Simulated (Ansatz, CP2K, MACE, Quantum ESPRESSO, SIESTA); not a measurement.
# Amorphous Ge at 4.54 g/cm³ (72 atoms): relaxed, then solved by several programs

Aim: relax amorphous Ge at 4.54 g/cm³ (72 atoms), then compare forces, pressure and levels from several programs at that geometry.

All numbers are calculated, not measured.

## (1) The cell

The cell holds 72 atoms (72 Ge), with edges of 12.41, 12.41 and 12.41 Å. Recipe: 72 atoms (72 Ge) placed at random at 4.54 g/cm³, melted at 3500 K for 10 ps at fixed volume with the Tersoff potential (Tersoff, Phys. Rev. B 39, 5566 (1989)). Quenched from 3500 K to 300 K at 20 K/ps and fixed volume, annealed at 800 K for 20 ps, held 5 ps, then minimised at fixed cell. Then the atoms were relaxed with MACE MP-0b3 medium in the fixed cell. Then the atoms were relaxed with CP2K double zeta, PBE. That run stopped short of its end.

## (2) The relaxation

CP2K double zeta (DZVP-MOLOPT-SR, GTH, 280 Ry; k-points Γ) took 60 geometry steps and stopped short of its thresholds. It started from the geometry that MACE MP-0b3 medium had relaxed.

Wall time 25 min (4 MPI ranks of Arm Neoverse V1, shared host); peak memory 2.9 GiB; 1.7 h of CPU time.

```csv
,before,after
energy (meV/atom),0,-20.4
Ge-Ge bonds under 3.02 Å,146 at 2.583 Å,145 at 2.588 Å
```

Atoms moved by 0.29 Å r.m.s. and 1.44 Å at most, with the common shift taken off.

## (3) Structure of the relaxed cell

Density 4.54 g/cm³, 26.54 Å³ an atom.

Pair distribution function in bins of 0.1 Å:

```
r (Å)  total
 2.35   0.00
 2.45   1.44
 2.55   6.69
 2.65   3.78
 2.75   0.78
 2.85   0.00
 2.95   0.07
 3.05   0.00
 3.15   0.06
 3.25   0.11
 3.35   0.10
 3.45   0.20
 3.55   0.56
 3.65   0.48
 3.75   1.21
 3.85   1.23
 3.95   1.47
 4.05   1.93
 4.15   2.52
 4.25   1.95
 4.35   1.52
 4.45   1.43
 4.55   1.05
 4.65   1.03
 4.75   1.04
 4.85   0.77
 4.95   0.65
 5.05   0.78
 5.15   0.60
 5.25   0.68
 5.35   0.72
 5.45   0.77
 5.55   0.84
 5.65   0.75
 5.75   0.89
 5.85   0.93
 5.95   1.26
 6.05   1.02
 6.15   1.27
```

Bonds by pair of elements; cutoffs follow the first minimum of g(r), held within bounds set by covalent radii, and pairs that aren't listed don't count as bonded:

| pair A-B | cutoff (Å) | bonds | mean length (Å) | spread (Å) | shortest (Å) | B about A | A about B |
| --- | --- | --- | --- | --- | --- | --- | --- |
| Ge-Ge | 3.02 | 145 | 2.59 | 0.078 | 2.44 | 4.03 | 4.03 |

How many atoms have how many bonded neighbours:

```
element  mean  3   4  5
     Ge  4.03  3  64  5
```

Bond angles, per cent of each kind in bins of 5°:

```csv
angle (°),Ge-Ge-Ge
50–55,0.2
55–60,0.2
60–65,0.0
65–70,0.2
70–75,0.7
75–80,0.7
80–85,1.8
85–90,5.0
90–95,6.8
95–100,10.6
100–105,14.0
105–110,16.0
110–115,15.1
115–120,11.1
120–125,7.0
125–130,4.1
130–135,2.5
135–140,1.6
140–145,1.1
145–150,0.5
150–155,0.2
155–160,0.5
160–165,0.0
165–170,0.0
170–175,0.2
```

Bond angles (no mean is given where the spread exceeds 20°):

| angle | count | mean (°) | spread (°) |
| --- | --- | --- | --- |
| Ge-Ge-Ge | 443 | 108 | 14.5 |

Bond length by coordination (bonds to H left out):

```csv
element,coordination,atoms,mean bond length (Å)
Ge,3,3,2.59
Ge,4,64,2.58
Ge,5,5,2.68
```

Rings of the network by King's shortest-path rule, up to 12 atoms, one path for each pair of neighbours; H, halogens, alkali and alkaline-earth atoms are left out:

```
ring size (atoms)  rings  per network atom
                3      1             0.014
                4      6             0.083
                5     32             0.444
                6     63             0.875
                7     34             0.472
                8      5             0.069
                9      1             0.014
```

The first maximum of g(r) stands at about 2.6 Å. Counting bonds as in the table, 89 % of Ge atoms have 4 bonded neighbours. The Ge-Ge-Ge angle averages 108° with a spread of 14°. Bonds at Ge atoms with 3 neighbours average 2.59 Å, against 2.68 Å at those with 5. Rings of 6 atoms are the most common (44 % of those counted); sizes run from 3 to 9.

## (4) The plane-wave reference

Quantum ESPRESSO 7.5: Kohn-Sham DFT, PBE, SSSP efficiency 1.3.0 pseudopotentials, plane waves. Its input for the relaxed cell:

```
&control
  calculation = 'scf'
  pseudo_dir = './pseudo'
  outdir = './tmp'
  disk_io = 'none'
  tprnfor = .true.
  tstress = .true.
/
&system
  ibrav = 0
  nat = 72
  ntyp = 1
  ecutwfc = 45
  ecutrho = 360
  nosym = .true.
  occupations = 'smearing'
  smearing = 'fd'
  degauss = 0.003675
/
&electrons
  conv_thr = 3.6e-07
  electron_maxstep = 100
  mixing_beta = 0.2
  mixing_mode = 'local-TF'
  diagonalization = 'david'
/
ATOMIC_SPECIES
Ge 72.630 Ge.upf
CELL_PARAMETERS angstrom
12.40860 0.00000 0.00000
0.00000 12.40860 0.00000
0.00000 0.00000 12.40860
ATOMIC_POSITIONS crystal
Ge 0.31849 0.11895 0.66937
Ge 0.73612 0.22126 0.92201
Ge 0.17508 0.11319 0.28744
[... 67 atom lines left out ...]
Ge 0.26396 0.92512 0.68850
Ge 0.61375 0.91519 0.79923
K_POINTS gamma
```

The job ended after 6.7 min (4 MPI ranks of Arm Neoverse V1, shared host; peak memory 6 GiB).

## (5) Side by side

CPU times are from a shared host and are rough.

| level | basis or training data | k-points | own r.m.s. force (meV/Å) | difference from the reference (meV/Å) | pressure (GPa) | Kohn-Sham gap (eV) | CPU time | memory (GiB) |
| --- | --- | --- | --- | --- | --- | --- | --- | --- |
| QE, PBE | plane waves, SSSP efficiency, 45/360 Ry | Γ | 28 | - | -2.70 | 0.32 | 27 min | 6.0 |
| CP2K triple zeta, PBE | TZV2P-UZH, GTH, 350 Ry | Γ | 25 | 17 | -2.18 | 0.32 | 8 min | 5.1 |
| SIESTA DZP, PBE | DZP orbitals, shift 0.01 Ry, mesh 250 Ry | Γ | 115 | 126 | -0.92 | 0.34 | 5.7 min | 1.7 |
| MACE MP-0b3 medium | trained on PBE(+U) plane-wave data | - | 138 | 134 | -2.74 | - | 8.4 s | 0.78 |

The gap is the spacing of the highest filled and lowest empty Kohn-Sham level on the mesh; a dash marks partly filled levels, a spacing under 0.15 eV or a method without such levels.

## (6) Findings

Relaxation in the fixed cell lowers the energy by 20 meV/atom at its own level and moves atoms by up to 1.44 Å. By the cutoffs of the final cell 1 bond formed and 2 were lost, leaving 145. The reference finds an r.m.s. force of 28 meV/Å there and a pressure of -2.70 GPa, at a geometry that CP2K double zeta made.

Forces differ from the reference's by 17 meV/Å (CP2K triple zeta, PBE), 126 meV/Å (SIESTA DZP, PBE) and 134 meV/Å (MACE MP-0b3 medium). Pressures lie -0.0 GPa (MACE MP-0b3 medium), +0.5 GPa (CP2K triple zeta, PBE) and +1.8 GPa (SIESTA DZP, PBE) from the reference's. The highest filled and lowest empty levels lie 0.32 eV apart in the reference, against 0.32 eV in CP2K triple zeta, PBE and 0.34 eV in SIESTA DZP, PBE. Counting bonds as in the table, 89 % of Ge atoms have 4 bonded neighbours. Rings of 6 atoms are the most common (44 % of those counted); sizes run from 3 to 9.

Caveats: The relaxation stopped short, so the geometry isn't a minimum. The density was set by the recipe and held. One sample of a disordered cell; defect or tail levels can set the gap. Gaps are read on the mesh, which holds the band edges only if they fold onto it, and semilocal functionals tend to put them under measured ones. The quench rate of 20 K/ps is many orders above laboratory rates, so the cell is likely richer in defects and strain than a real sample. The reference samples only Γ, in a cell whose shortest periodic width is 12 Å. The plane-wave runs aren't exact: their cutoffs and mesh weren't converged further here. SIESTA's automatically made basis is far from complete, and its potentials were converted by us (checked for H, C, O, Si, Ge and Ca alone). Spin–orbit coupling is left out. Where levels are smeared, the DFT runs use Fermi–Dirac occupations at 580 K (0.05 eV), and energies are free energies.

[Long decimals in the printed logs are rounded to 6 places.]

[Logs are printed without paths, hosts, clocks, repeated set-up lines and the standing remarks that a program may print on its own settings, such as how far it seeks lower states.]

[Hosts, paths, dates, database ids (printed as entryN), source tags and the programs' standing remarks are cut or masked in the printed files.]
